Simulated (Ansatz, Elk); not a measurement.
## SrCr2H2: X-ray structure factors from the self-consistent density

The structure of SrCr2H2 used here is made up (a known structure type with other elements) and was relaxed beforehand with PBEsol. The aim is the Fourier transform of its all-electron density, F(hkl), set beside the sum over free spherical atoms that refinements use.

Calculated with Elk 11.2.3 (patched build); DFT, PBE, all-electron APW+lo, Dirac cores, scalar-relativistic bands, static density, no spin.

This account leaves out most program logs.

The structure was built from a prototype and need not be the compound's stable phase.

### 1. The starting structure

The structure is trigonal, space group P-3m1 (No. 164). Conventional cell: a = 3.738 Å, b = 3.738 Å, c = 5.437 Å, α = 90.00°, β = 90.00°, γ = 120.00°. Nearest to Sr lie 6 H at 2.36 Å. Nearest to Cr lie 1 H at 1.63 Å. Nearest to H lie 1 Cr at 1.63 Å and 3 Sr at 2.36 Å. Farther neighbours are not listed.

### 2. Ground state and structure factors

An all-electron density is needed, since X-rays see the cores too. Task 0 finds the density and task 195 Fourier-transforms it; tshift is off so that phases refer to the origin typed.

Input file elk.in:

```
tasks
  0
  195

xctype
  20

spinpol
  .false.

rgkmax
  7.0

gmaxvr
  14.0

lmaxo
  7

lmaxapw
  8

swidth
  0.002

tshift
  .false.

ramdisk
  .false.

hmaxvr
  5.5

maxscl
  120

epspot
  1e-06

sppath
  './'

avec
  7.06333090463 0.00000000000 0.00000000000
  -3.53166545232 6.11702399875 -0.00000000000
  0.00000000000 0.00000000000 10.27519166462

atoms
  3
  'Sr.in'
  1
  -0.0000000000 -0.0000000000 -0.0000000000   0.000000 0.000000 0.000000
  'Cr.in'
  2
  0.6666666667 0.3333333333 0.5265967334   0.000000 0.000000 0.000000
  0.3333333333 0.6666666667 0.4734032666   0.000000 0.000000 0.000000
  'H.in'
  2
  0.6666666667 0.3333333333 0.8262158174   0.000000 0.000000 0.000000
  0.3333333333 0.6666666667 0.1737841826   0.000000 0.000000 0.000000

ngridk
  7 7 4
```

Started as:

```bash
$ OMP_NUM_THREADS=4 elk
```

Elapsed: 58 s, on 4 threads of Intel Xeon Platinum 8375C at 2.90GHz (Ice Lake), shared host; peak memory 0.18 GiB.

SFACRHO.OUT:

```text

h k l indices transformed by vhmat matrix:
   1.000000000       0.000000000       0.000000000    
   0.000000000       1.000000000       0.000000000    
   0.000000000       0.000000000       1.000000000    

      h      k      l  multipl.   |H|            Re(F)            Im(F)           |F|

      0      0      0      1   0.0000000       88.000001      0.13245897E-18   88.000001    
      0      0      1      2  0.61149081      -7.7636034     -0.48133777E-16   7.7636034    
     -1      0      0      6   1.0271637       11.561154     -0.30685283E-14   11.561154    
      0     -1      1      6   1.1954022       42.581666      0.28068009E-14   42.581666    
     -1      0      1      6   1.1954022       55.572637      0.94221869E-14   55.572637    
      0      0     -2      2   1.2229816       64.921075     -0.56557188E-15   64.921075    
      1      0     -2      6   1.5971066       4.1597236      0.58813459E-14   4.1597236    
     -1      0     -2      6   1.5971066       21.607428     -0.60167221E-16   21.607428    
      1     -2      0      6   1.7790998       59.351878      0.14088754E-13   59.351878    
      0      0      3      2   1.8344724      -1.3946517     -0.10559347E-14   1.3946517    
     -2      1      1     12   1.8812541      -3.1937224      0.36100333E-15   3.1937224    
      0     -2      0      6   2.0543275       10.903734     -0.77254712E-14   10.903734    
      0      1      3      6   2.1024639       50.067324      -0.0000000       50.067324    
      0     -1      3      6   2.1024639       26.391233     -0.12033444E-14   26.391233    
      2      0     -1      6   2.1434044       34.136162     -0.28406449E-14   34.136162    
      0     -2      1      6   2.1434044       43.257721      0.94462537E-14   43.257721    
     -1     -1     -2     12   2.1589072       51.265479      0.11624307E-13   51.265479    
      0     -2     -2      6   2.3908044       18.715351     -0.16606153E-14   18.715351
```

Elk indexes on the primitive cell of elk.in and gives |H| = 4π sin θ/λ in inverse bohr. Below, one row stands for each form hkl of the conventional cell (m members, Friedel mates merged), F is for one primitive cell and the density is static (no thermal factor). Free-atom factors are Waasmaier and Kirfel's, and R is Σm||F|−|F'||/Σm|F|.

| hkl | m | sin θ/λ (Å⁻¹) | abs F, DFT | neutral atoms | diff. |
| --- | --- | --- | --- | --- | --- |
| 001 | 2 | 0.092 | 7.764 | 7.901 | -0.137 |
| 100 | 6 | 0.154 | 11.561 | 11.479 | +0.082 |
| 101 | 6 | 0.180 | 42.582 | 43.029 | -0.447 |
| 011 | 6 | 0.180 | 55.573 | 55.629 | -0.056 |
| 002 | 2 | 0.184 | 64.921 | 65.651 | -0.730 |
| 012 | 6 | 0.240 | 4.160 | 3.478 | +0.681 |
| 102 | 6 | 0.240 | 21.607 | 21.614 | -0.007 |
| 110 | 6 | 0.268 | 59.352 | 59.746 | -0.395 |
| 003 | 2 | 0.276 | 1.395 | 1.333 | +0.062 |
| 111 | 12 | 0.283 | 3.194 | 3.757 | -0.564 |
| 200 | 6 | 0.309 | 10.904 | 10.610 | +0.294 |
| 013 | 6 | 0.316 | 50.067 | 50.181 | -0.113 |
| 103 | 6 | 0.316 | 26.391 | 26.189 | +0.203 |
| 021 | 6 | 0.322 | 34.136 | 34.587 | -0.451 |
| 201 | 6 | 0.322 | 43.258 | 43.489 | -0.231 |
| 112 | 12 | 0.325 | 51.266 | 51.590 | -0.325 |
| 022 | 6 | 0.359 | 18.715 | 18.632 | +0.084 |
| 202 | 6 | 0.359 | 4.289 | 4.051 | +0.237 |

### 3. The highest occupied states alone

An energy window below the Fermi level keeps the highest occupied states, to see at which angles they scatter; shallow core shells can lie inside it and anion s states outside. No new self-consistency is needed.

elk.in: that of step 2 with these lines changed.

```diff
@@ -1,3 +1,2 @@
 tasks
-  0
   195
@@ -40,2 +39,5 @@
 
+wsfac
+  -0.261160 0.590080
+
 sppath
```

Started as:

```bash
$ OMP_NUM_THREADS=4 elk
```

It took 8.7 s on 4 threads; peak memory 0.16 GiB.

States within 15 eV below the Fermi level hold 16.00 electrons; any levels below the window count with the cores. Their amplitudes can exceed the total, where window and core parts have opposite phase:

| hkl | sin θ/λ (Å⁻¹) | abs F, window | abs F, all |
| --- | --- | --- | --- |
| 001 | 0.092 | 7.730 | 7.764 |
| 100 | 0.154 | 3.838 | 11.561 |
| 101 | 0.180 | 0.565 | 42.582 |
| 011 | 0.180 | 4.265 | 55.573 |
| 002 | 0.184 | 4.079 | 64.921 |
| 012 | 0.240 | 1.629 | 4.160 |
| 102 | 0.240 | 0.988 | 21.607 |
| 110 | 0.268 | 3.835 | 59.352 |
| 003 | 0.276 | 3.443 | 1.395 |
| 111 | 0.283 | 2.234 | 3.194 |

### 4. Another functional

The difference from free atoms is small, so it is set against the change that LDA (Perdew-Wang) makes.

elk.in: that of step 3 with these lines changed.

```diff
@@ -1,2 +1,3 @@
 tasks
+  0
   195
@@ -4,3 +5,3 @@
 xctype
-  20
+  3
 
@@ -39,5 +40,2 @@
 
-wsfac
-  -0.261160 0.590080
-
 sppath
```

Started as:

```bash
$ OMP_NUM_THREADS=4 elk
```

Wall time 29 s (4 threads); peak memory 0.16 GiB.

Against the first run R = 0.07 %; the largest change is -0.050 at 110.

### 5. A coarser k-mesh

About half the k-points along each axis test the sampling.

elk.in: that of step 4 with these lines changed.

```diff
@@ -5,3 +5,3 @@
 xctype
-  3
+  20
 
@@ -63,2 +63,2 @@
 ngridk
-  7 7 4
+  4 4 2
```

Started as:

```bash
$ OMP_NUM_THREADS=4 elk
```

Elapsed: 29 s, on 4 threads; peak memory 0.17 GiB.

Against the first run R = 0.02 %; the largest change is -0.012 at 021.

### 6. Settings against the effect

| run | R against the first run (%) | R against neutral atoms, low angle (%) | wall time |
| --- | --- | --- | --- |
| PBE, rgkmax 7 | 0.00 | 1.37 | 58 s |
| LDA (Perdew-Wang) | 0.07 | 1.35 | 29 s |
| k-mesh 4×4×2 | 0.02 | 1.38 | 29 s |

### 7. What came out

| Item | Value |
| --- | --- |
| R against neutral atoms, sin θ/λ < 0.3 Å⁻¹ | 1.37 % |
| R against neutral atoms, 0.3 to 0.82 Å⁻¹ | 0.34 % |

What this shows: Independent neutral atoms miss the calculated amplitudes by R = 1.37 % below 0.3 Å⁻¹ and 0.34 % from there to 0.82 Å⁻¹; by shells, 1.77 % below 0.15 Å⁻¹ (1 form), 1.37 % 0.15 to 0.3 (9 forms), 0.56 % 0.3 to 0.45 (19 forms), 0.29 % above 0.45 (116 forms). Bonding, aspherical density and the tables' own atoms all enter these figures, and the runs don't part them. The largest change of an amplitude is -0.73 electrons, at 002. Weak lines can change much in proportion: 014 goes from 0.40 to 0.52. The window's part falls from 16.0 electrons at the origin to at most 1.18 between 0.45 and 0.82 Å⁻¹, where compact states inside the window still scatter. Below 0.3 Å⁻¹ the changes that finished (LDA (Perdew-Wang) and k-mesh 4×4×2) move F by R = 0.10 % at most, against the 1.37 % that separates it from free atoms. The basis has no finished test. These runs have no spin, though d or f shells may be open. Part of the difference isn't bonding: the tables are fits to free atoms and ions calculated by other methods than this functional. Thermal motion, anomalous dispersion and extinction are left out.

[Logs are printed without paths, hosts, clocks, repeated set-up lines and the standing remarks that a program may print on its own settings, such as how far it seeks lower states.]

[Hosts, paths, dates, database ids (printed as entryN), source tags and the programs' standing remarks are cut or masked in the printed files.]
